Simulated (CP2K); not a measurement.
Consider ethynylketene at its PBE geometry (Å).

```xyz
7

C     1.8755   -0.0323   -0.4357
C     0.7320   -0.1719   -0.0466
C    -0.5929   -0.3502    0.4160
C    -1.5792    0.4613    0.0379
O    -2.4545    1.1687   -0.2895
H     2.8810    0.0853   -0.7790
H    -0.8619   -1.1609    1.0969
```

Method: CP2K XAS_TDP, all-electron GAPW, PBEh(45%), aug-cc-pVDZ, TDA, no relativity.

Predict the bright core excitations at the C K edge.

Leading lines: C1 281.68 eV, C2 282.30 eV, C3 283.42 eV and C4 282.32 eV. The leading line of an atom is its first one with 35 % of the strongest within 2.5 eV of its lowest line over the strength cut. 

The first six lines of each atom with a strength over 0.0015:

| atom | energy (eV) | states | strength, one atom |
| --- | --- | --- | --- |
| C1 (bonded to C and H) | 281.68 | 1 | 0.0471 |
|  | 282.15 | 1 | 0.0416 |
|  | 283.85 | 1 | 0.0031 |
|  | 284.39 | 1 | 0.0041 |
|  | 284.92 | 1 | 0.0067 |
|  | 285.61 | 1 | 0.0048 |
| C2 (bonded to 2 C) | 282.30 | 1 | 0.0398 |
|  | 282.52 | 1 | 0.0439 |
|  | 283.33 | 1 | 0.0163 |
|  | 285.97 | 1 | 0.0122 |
|  | 286.49 | 1 | 0.0017 |
|  | 286.86 | 1 | 0.0015 |
| C3 (bonded to 2 C and H) | 283.42 | 1 | 0.0263 |
|  | 284.96 | 1 | 0.0043 |
|  | 285.40 | 1 | 0.0064 |
|  | 286.33 | 1 | 0.0101 |
|  | 286.55 | 1 | 0.0040 |
|  | 286.63 | 1 | 0.0170 |
| C4 (bonded to C and O) | 282.32 | 1 | 0.0764 |
|  | 284.91 | 1 | 0.0691 |
|  | 289.72 | 1 | 0.0020 |
|  | 289.83 | 1 | 0.0016 |
|  | 289.99 | 1 | 0.0024 |
|  | 290.40 | 1 | 0.0019 |

Lines are vertical, at one geometry, with no vibrational structure. Without a correction of the core level, line positions, and the gaps between valence and Rydberg lines, follow the share of exact exchange. At this level such K lines come out 3 to 6 eV under measured ones. These values hold no scalar relativity, about 0.1 eV for C 1s. Rydberg lines, and the discretised continuum above threshold, depend on the basis and the box.

[Banner, clock and machine lines of the logs are left out without a mark of their own.]

[Logs are printed without paths, hosts, clocks, repeated set-up lines and the standing remarks that a program may print on its own settings, such as how far it seeks lower states.]

[Hosts, paths, dates, database ids (printed as entryN), source tags and the programs' standing remarks are cut or masked in the printed files.]
